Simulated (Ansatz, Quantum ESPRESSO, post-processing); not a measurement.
# honeycomb AsN, 3 layers, AB stacking: response to a perpendicular field, part 2 of 2

Wanted: polarisability and gap of honeycomb AsN, 3 layers, AB stacking against a perpendicular field.

Quantum ESPRESSO 7.5; plane-wave DFT, LDA, GBRV ultrasoft pseudopotentials; geometry and cross-check by Ansatz 0.2.0 with PAW datasets.

So far. Step 13 (Band structure: field 0.4 V/Å): Along this path the valence top lies between K and Γ and the conduction bottom at M. Step 14 (Valence density): The density integrates to 30.000 electrons, as the 30 of the input ask.

## (16) Charge moved by a field of 0.2 V/Å

Read from the output:

- largest charge moved across a plane: 0.001180 e/Å²
- dipole step: -2.318 eV

The planar mean oscillates, so the rows of the table below give means over windows of 1 Å about each position, cut where the curve ends. Its maxima inside the range that stand out by 2 % of the span (Å: e/Å³): 7.9: 8.2e-4, 9.0: 3.3e-4, 10.4: 5.1e-5, 12.3: 8.2e-5, 13.2: 2.4e-5, 17.0: 1.6e-4, 18.4: -6.4e-5. Its minima: 8.6: 8.3e-6, 9.7: -1.3e-4, 11.2: -1.8e-5, 12.7: -4.5e-5, 13.9: -1.2e-5, 17.6: -2.6e-4, 19.3: -6.9e-4.

The planar mean by z; means over each step:

```csv
z (Å),planar mean (e/Å³)
3,2.8e-8
4,3.2e-7
5,3.7e-6
6,3.9e-5
7,3.0e-4
8,6.2e-4
9,1.3e-4
10,-3.3e-5
11,-2.5e-6
12,4.6e-5
13,5.4e-7
14,-3.0e-6
15,8.5e-6
16,1.8e-6
17,1.8e-5
18,-1.6e-4
19,-4.9e-4
20,-3.9e-4
21,-8.0e-5
22,-1.0e-5
23,-1.1e-6
24,-1.1e-7
25,-1.1e-8
```

Table of running integral, electrons below z by z:

```csv
z (Å),"running integral, electrons below z (e/Å²)"
4.0,1.2e-7
4.5,4.0e-7
5.0,1.4e-6
5.5,4.6e-6
6.0,1.5e-5
6.5,4.9e-5
7.0,1.5e-4
7.5,3.8e-4
8.0,7.6e-4
8.5,9.7e-4
9.0,0.00107
9.5,0.00109
10.0,0.00105
10.5,0.00107
11.0,0.00107
11.5,0.00106
12.0,0.00108
12.5,0.00111
13.0,0.00110
13.5,0.00111
14.0,0.00110
14.5,0.00111
15.0,0.00111
15.5,0.00111
16.0,0.00111
16.5,0.00112
17.0,0.00116
17.5,0.00112
18.0,0.00102
18.5,9.7e-4
19.0,7.8e-4
19.5,4.5e-4
20.0,2.0e-4
20.5,8.1e-5
21.0,3.0e-5
21.5,1.0e-5
22.0,3.4e-6
22.5,1.1e-6
23.0,3.5e-7
23.5,1.1e-7
```

## (17) Polarisability from the dipole between 0 and 0.1 V/A

Read from the output:

```
change of slope in the vacuum : 0.09998 eV/Å
polarisability a cell         : 6.986 Å³
sheet polarisability 4πα/A    : 11.61 Å
```

Table of change of the potential energy, second field less first by z:

```csv
z (Å),"change of the potential energy, second field less first (eV)"
0,-0.414
1,-0.687
2,-0.587
3,-0.487
4,-0.387
5,-0.287
6,-0.187
7,-0.0921
8,-0.0253
9,-0.00977
10,-0.00780
11,-0.00398
12,-5.9e-4
13,-4.4e-5
14,-2.3e-4
15,-4.4e-4
16,-0.00133
17,-0.00285
18,-0.00427
19,0.00899
20,0.0636
21,0.154
22,0.253
23,0.352
24,0.452
25,0.552
26,0.251
```

## (18) Dipole against field

Table of dipole along the normal, dipole moment by applied field:

```csv
applied field (V/Å),"dipole along the normal, dipole moment (e·Å)"
0.000,0.141
0.100,0.190
0.200,0.238
0.400,0.334
```

## (19) The same in Ansatz: field 0.1 V/Å

A second code with its own PAW datasets, on the same atoms.

Level of this step: plane-wave DFT, PBE, Ansatz PAW (Ansatz 0.2.0).

input.yaml

```yaml
crystal:
  lattice:
    - [2.9553067933, 0.0, 0.0]
    - [-1.4776533967, 2.559370759, 0.0]
    - [0.0, 0.0, 26.51]
  atoms:
    - { symbol: "N", position: [0.6666666667, 0.3333333333, 0.3240896526] }
    - { symbol: As, position: [0.3333333333, 0.6666666667, 0.3599050805] }
    - { symbol: "N", position: [0.0, 0.0, 0.4773118515] }
    - { symbol: As, position: [0.6666666667, 0.3333333333, 0.5135526816] }
    - { symbol: "N", position: [0.6666666667, 0.3333333333, 0.6445187445] }
    - { symbol: As, position: [0.3333333333, 0.6666666667, 0.6806219893] }
kpoints:
  mp_grid: { grid: [12, 12, 1] }
hamiltonian:
  xc: pbe
scf:
  occupations: { method: fermi_dirac, width: 0.054 }
  convergence: { dr2_threshold: 1.0e-09 }
efield:
  axis: 3
  dipole_correction: true
  ramp_position: 0.97
  ramp_width: 0.04
  amplitude: 0.1
output:
  write_potential: true
  write_density: true
  volumetric_format: npy
```

Command:

```bash
ansatz run input.yaml --threads 4 --pin off --max-ram 8192MiB --backend cpu --events-out ev --progress --plain --runs-dir out
```

Wall time 7.1 s (4 threads of Arm Neoverse V1, shared host); peak memory 0.51 GiB; 27 s of CPU time.

Read from the output:

- free energy: -15716.5443 eV
- energy at zero smearing: -15716.5390 eV
- smearing term TS: 0.01055 eV
- Fermi energy: 1.219 eV
- gap by band count: 0.1402 eV
- dipole along the normal: 0.1912 e·Å

At 0.1 V/Å Ansatz's dipole is 0.1912 e Å against 0.1895 from pw.x, under another functional.

## (20) Cross-check with Ansatz: field -0.1 V/Å

input.yaml, as its differences from the input of step 19:

```diff
@@ -24,3 +24,3 @@
   ramp_width: 0.04
-  amplitude: 0.1
+  amplitude: -0.1
 output:
```

It took 7.7 s on 4 threads; peak memory 0.51 GiB.

Numbers from this step:

* free energy: -15716.5158 eV
* energy at zero smearing: -15716.5097 eV
* smearing term TS: 0.01213 eV
* Fermi energy: 1.152 eV
* gap by band count: 0.1092 eV
* dipole along the normal: 0.09417 e·Å

## (21) Dipole against field, Ansatz

The dipole along the normal, dipole moment by applied field:

```csv
applied field (V/Å),"dipole along the normal, dipole moment (e·Å)"
-0.1000,0.0942
0.0000,0.143
0.1000,0.191
```

## (22) Ground state, with degauss = 0.01

A sensitivity test on the input.

Level of this step: plane-wave DFT, LDA, GBRV ultrasoft pseudopotentials (Quantum ESPRESSO 7.5).

f1.w0.in

```
&control
  prefix = 'f1.w0'
  outdir = './out'
  pseudo_dir = './pseudo'
  calculation = 'scf'
  tprnfor = .true.
  tefield = .true.
  dipfield = .true.
/
&system
  ibrav = 0
  nat = 6
  ntyp = 2
  ecutwfc = 40
  ecutrho = 200
  occupations = 'smearing'
  smearing = 'fd'
  degauss = 0.01
  edir = 3
  emaxpos = 0.97
  eopreg = 0.04
  eamp = 0.00194469
/
&electrons
  conv_thr = 1e-09
  mixing_beta = 0.4
  electron_maxstep = 120
  mixing_mode = 'plain'
/
ATOMIC_SPECIES
  N   14.0070  n_lda_v1.2.uspp.F.UPF
  As  74.9216  as_lda_v1.uspp.F.UPF
CELL_PARAMETERS angstrom
  2.95530679333779 0.00000000000000 -0.00000000000000
  -1.47765339666889 2.55937075900725 -0.00000000000000
  -0.00000000000000 -0.00000000000000 26.51000000000000
ATOMIC_POSITIONS crystal
  N   0.666666666667 0.333333333333 0.324089652600
  As  0.333333333333 0.666666666667 0.359905080512
  N   -0.000000000000 -0.000000000000 0.477311851545
  As  0.666666666667 0.333333333333 0.513552681556
  N   0.666666666667 0.333333333333 0.644518744518
  As  0.333333333333 0.666666666667 0.680621989270
K_POINTS automatic
  12 12 1 0 0 0
```

Command:

```bash
OMP_NUM_THREADS=1 mpirun -n 4 pw.x -nk 4 -in f1.w0.in > f1.w0.out
```

Run time: 2 min. Hardware: 4 MPI ranks; peak memory 0.63 GiB.

Beside the run it was changed from:

```csv
quantity,this run,unchanged run,difference
dipole along the normal (e·Å),0.1762,0.1895,-0.013
free energy (eV),-2443.300,-2443.278,-0.022
wall time (s),120,123,
SCF iterations,26,28,
```

The free energy moves by -3.6 meV an atom.

This run starts from superposed atoms, the unchanged one from a saved density, so their iteration counts don't compare.

The free energy holds the smearing's entropy term, so it moves with degauss by construction.

The physical values in this table move by up to 7 %.

## (23) Ground state, with ENCUT = 400

Another try, with an input changed as a hurried user might.

f1.bad.in

```
&control
  prefix = 'f1.bad'
  outdir = './out'
  pseudo_dir = './pseudo'
  calculation = 'scf'
  tprnfor = .true.
  tefield = .true.
  dipfield = .true.
/
&system
  ibrav = 0
  nat = 6
  ntyp = 2
  ecutwfc = 40
  ecutrho = 200
  occupations = 'smearing'
  smearing = 'fd'
  degauss = 0.004
  edir = 3
  emaxpos = 0.97
  eopreg = 0.04
  eamp = 0.00194469
  ENCUT = 400
/
&electrons
  conv_thr = 1e-09
  mixing_beta = 0.4
  electron_maxstep = 50
  mixing_mode = 'plain'
/
ATOMIC_SPECIES
  N   14.0070  n_lda_v1.2.uspp.F.UPF
  As  74.9216  as_lda_v1.uspp.F.UPF
CELL_PARAMETERS angstrom
  2.95530679333779 0.00000000000000 -0.00000000000000
  -1.47765339666889 2.55937075900725 -0.00000000000000
  -0.00000000000000 -0.00000000000000 26.51000000000000
ATOMIC_POSITIONS crystal
  N   0.666666666667 0.333333333333 0.324089652600
  As  0.333333333333 0.666666666667 0.359905080512
  N   -0.000000000000 -0.000000000000 0.477311851545
  As  0.666666666667 0.333333333333 0.513552681556
  N   0.666666666667 0.333333333333 0.644518744518
  As  0.333333333333 0.666666666667 0.680621989270
K_POINTS automatic
  12 12 1 0 0 0
```

Command:

```bash
OMP_NUM_THREADS=1 mpirun -n 4 pw.x -nk 4 -in f1.bad.in > f1.bad.out
```

Run time: 0.49 s. Hardware: 4 MPI ranks; peak memory 0.11 GiB.

The input was rejected at the start.

The program's message: “Error in routine  read_namelists (1): bad line in namelist &system: "  ENCUT = 400" (error could be in the previous line)”

The change that led to it: system.ENCUT = 400.

The message: “read_namelists (1): bad line in namelist &system: " ENCUT = 400" (error could be in the previous line)”. The key belongs to another program and has no place in any namelist here; the line has to go.

## (24) A check by hand

α = Δp/E = (0.18954 − (0.14103)) e Å / 0.1 V/Å = 0.4851 e Å²/V; times e/(4πε₀) = 14.40 V Å this is 6.985 Å³. With A = 7.564 Å², 4πα/A = 11.605 Å.

## (25) Outcome

- polarisability along the normal, a cell: 6.99 Å³
- sheet polarisability 4πα/A: 11.6 Å
- dipole without a field: 0.141 e·Å
- Kohn-Sham ionisation potential, upper face: 4.19 eV
- gap along the path at 0 V/Å: 0.10 eV
- gap along the path at 0.2 V/Å: 0.13 eV
- gap along the path at 0.4 V/Å: 0.17 eV

What this shows: The sheet answers a field with a polarisability of 6.99 Å³ a cell, or 4πα/A = 11.6 Å (LDA, GBRV ultrasoft). In pw.x the dipole follows the field linearly over the range tried. A perfect conductor 11.6 Å thick would screen alike; the outer atoms lie 9.45 Å apart. At 0.1 V/Å the sheet takes 1.161 eV off the potential drop. At 0.2 V/Å the gap along the path goes from 0.10 to 0.13 eV. Quantum ESPRESSO and Ansatz give 6.986 and 6.984 Å³ for the polarisability (pw.x from 0 and 0.1 V/Å, Ansatz from ±0.1 V/Å, under PBE), which agree. The ions stay at their zero-field places, so this is the electrons' response alone. Semilocal gaps are too small, and in strong fields empty levels can belong to the vacuum. Spin-orbit coupling is left out; depending on the atoms that carry the levels of interest, it can split and shift them by tens to hundreds of meV.

[Logs are printed without paths, hosts, clocks, repeated set-up lines and the standing remarks that a program may print on its own settings, such as how far it seeks lower states.]

[Hosts, paths, dates, database ids (printed as entryN), source tags and the programs' standing remarks are cut or masked in the printed files.]

[Maps of the electrostatic potential energy from Ansatz leave out the sawtooth potential of an applied field or a dipole correction, so their vacuum need not be flat; planar profiles and work functions include it.]
